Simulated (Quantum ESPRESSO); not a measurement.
## AlN (F-43m): from Born charge to LO-TO splitting

How high does the longitudinal optical mode of AlN (F-43m) lie, given the transverse one, the Born charge and ε∞?

Method: DFT LDA, scalar-relativistic, plane waves, PseudoDojo norm-conserving pseudopotentials, in Quantum ESPRESSO 7.5.

**1. The relaxed structure**

It takes space group F-43m (No. 216, cubic). The conventional cell has a = 4.333 Å, b = 4.333 Å, c = 4.333 Å, α = 90.00°, β = 90.00°, γ = 90.00°. Nearest to Al lie 4 N at 1.88 Å. Nearest to N lie 4 Al at 1.88 Å. Farther neighbours and most contacts between anions are not listed.

This is the cell after its relaxation at this level of theory, not the database cell from which that began.

**2. What the response run gave**

A linear-response run on the relaxed cell, with the response to an electric field; only its zone-centre results are used. Cutoff 92 Ry, k mesh 8×8×8.

Output:

```text
[banners, grids, parts of the stress and lines that vanish by symmetry left out]
Program PHONON v.7.5
     Reading xml data from directory:

[...]
Exchange-correlation= PW
                           (   1   4   0   0   0   0   0)
[...]
kinetic-energy cut-off    =      92.0000  Ry
     charge density cut-off    =     368.0000  Ry
     convergence threshold     =      1.0E-18
[...]
Exchange-correlation= PW
                           (   1   4   0   0   0   0   0)
[...]
q = (   0.0000000   0.0000000   0.0000000 )
     25 Sym.Ops. (with q -> -q+G )
     G cutoff =  624.9746  (  16361 G-vectors)     FFT grid: ( 36, 36, 36)
     number of k points=    29
[...]
Mode symmetry, T_d (-43m)  point group:
[...]
Dielectric constant
[...]
End of electric fields calculation
          Dielectric constant in cartesian axis
          (       4.500016576       0.000000000      -0.000000000 )
          (      -0.000000000       4.500016576      -0.000000000 )
          (      -0.000000000      -0.000000000       4.500016576 )
          Effective charges (d Force / dE) in cartesian axis without acoustic sum rule applied (asr)
           atom    1  Al    Mean Z*:        2.52837
      Ex  (        2.52837        0.00000       -0.00000 )
      Ey  (        0.00000        2.52837       -0.00000 )
      Ez  (       -0.00000       -0.00000        2.52837 )
           atom    2  N     Mean Z*:       -2.53148
      Ex  (       -2.53148       -0.00000       -0.00000 )
      Ey  (        0.00000       -2.53148        0.00000 )
      Ez  (        0.00000        0.00000       -2.53148 )
          Effective charges Sum: Mean:       -0.00311
[...]
Effective charges (d Force / dE) in cartesian axis with asr applied:
           atom    1  Al    Mean Z*:        2.52993
[...]
atom    2  N     Mean Z*:       -2.52993
[...]
Representation #   1 modes #   1   2   3
[...]
End of self-consistent calculation
     Convergence has been achieved
     Representation #   2 modes #   4   5   6
[...]
End of self-consistent calculation
     Convergence has been achieved
[...]
Dielectric constant in cartesian axis
          (       4.500016576       0.000000000      -0.000000000 )
          (      -0.000000000       4.500016576      -0.000000000 )
          (      -0.000000000      -0.000000000       4.500016576 )
          Effective charges (d Force / dE) in cartesian axis without acoustic sum rule applied (asr)
           atom    1  Al    Mean Z*:        2.52837
      Ex  (        2.52837        0.00000       -0.00000 )
      Ey  (        0.00000        2.52837       -0.00000 )
      Ez  (       -0.00000       -0.00000        2.52837 )
           atom    2  N     Mean Z*:       -2.53148
      Ex  (       -2.53148       -0.00000       -0.00000 )
      Ey  (        0.00000       -2.53148        0.00000 )
      Ez  (        0.00000        0.00000       -2.53148 )
          Effective charges Sum: Mean:       -0.00311
[...]
Effective charges (d Force / dE) in cartesian axis with asr applied:
           atom    1  Al    Mean Z*:        2.52993
[...]
atom    2  N     Mean Z*:       -2.52993
[...]
q = (    0.000000000   0.000000000   0.000000000 )
[...]
freq (    1) =       0.028379 [THz] =       0.946628 [cm-1]
     freq (    2) =       0.028379 [THz] =       0.946628 [cm-1]
     freq (    3) =       0.028379 [THz] =       0.946628 [cm-1]
     freq (    4) =      20.070952 [THz] =     669.494906 [cm-1]
     freq (    5) =      20.070952 [THz] =     669.494906 [cm-1]
     freq (    6) =      20.070952 [THz] =     669.494906 [cm-1]
[...]
Mode symmetry, T_d (-43m)  point group:
     freq (   1-   3) =          0.9  [cm-1]   --> T_2  G_15 P_4   I+R
     freq (   4-   6) =        669.5  [cm-1]   --> T_2  G_15 P_4   I+R

   JOB DONE.
```

| quantity | value |
| --- | --- |
| cell volume Ω (Å³) | 20.338 |
| mass of Al (u) | 26.982 |
| mass of N (u) | 14.007 |
| Born charge of Al, raw (e) | 2.528 |
| Born charge of N, raw (e) | -2.531 |
| ε∞ | 4.500 |
| ω(TO) after the sum rule (cm⁻¹) | 669.5 |

**3. The calculation**

The charges must sum to zero over the cell; taking off their mean, -0.002 e, leaves Z* = 2.530 e on Al. In the polar mode Al moves against N, so the reduced mass is μ = 26.98 × 14.01 / 40.99 = 9.220 u.

A longitudinal wave builds up a field that adds to the restoring force: ω(LO)² = ω(TO)² + 4π Z*² / (μ Ω ε∞), in Hartree atomic units. With μ = 16808 electron masses and Ω = 137.25 bohr³ the second term is 7.7484e-06 Ha², or 373232 cm⁻² (1 Ha = 219474.6 cm⁻¹).

So ω(LO) = √(448217 + 373232) = 906.3 cm⁻¹, and by the Lyddane-Sachs-Teller relation ε₀ = ε∞ (ω(LO)/ω(TO))² = 8.25.

**4. Check against the program**

The analysis program adds the same non-analytic term to the full matrix, here for q along (1 0 0).

Output:

```text
[banner, memory and clock lines left out]
Program DYNMAT v.7.5

     Reading Dynamical Matrix from file g.dyn
     ...Force constants read
     ...epsilon and Z* read

     Polarizability (A^3 units)
     multiply by 0.461537 for Clausius-Mossotti correction
         5.664546   -0.000000   -0.000000
         0.000000    5.664546   -0.000000
        -0.000000   -0.000000    5.664546

     IR activities are in (D/A)^2/amu units

# mode   [cm-1]    [THz]      IR
    1     -0.00   -0.0000    0.0000
    2      0.00    0.0000    0.0000
    3      0.00    0.0000    0.0000
    4    669.49   20.0709   16.0153
    5    669.49   20.0709   16.0153
    6    906.34   27.1713   16.0153
```

ε₀ comes from the program's run without a direction of q.

| quantity | by hand | program |
| --- | --- | --- |
| ω(LO) (cm⁻¹) | 906.3 | 906.3 |
| ε₀ | 8.25 | 8.25 |

**5. What came out**

| Quantity | Value |
| --- | --- |
| TO mode | 669.5 cm⁻¹ |
| LO mode | 906.3 cm⁻¹ |
| static dielectric constant | 8.247 |

The LO mode of AlN (F-43m) lies at 906 cm⁻¹, 237 cm⁻¹ above the TO mode; the formula meets the program within 0.1 cm⁻¹, as it must for a cubic crystal with one polar mode. ω(LO)² − ω(TO)² goes with Z*²/ε∞: an error of 5 % in ε∞ would move the LO mode by 9.9 cm⁻¹, and semilocal functionals tend to overestimate ε∞. These are harmonic values at zero temperature, at the volume of this functional, for the structure held cubic; stability elsewhere in the zone is no part of this calculation.

[Host names and launcher messages were left out of these logs when they were recorded.]

[Logs are printed without paths, hosts, clocks, repeated set-up lines and the standing remarks that a program may print on its own settings, such as how far it seeks lower states.]

[Hosts, paths, dates, database ids (printed as entryN), source tags and the programs' standing remarks are cut or masked in the printed files.]
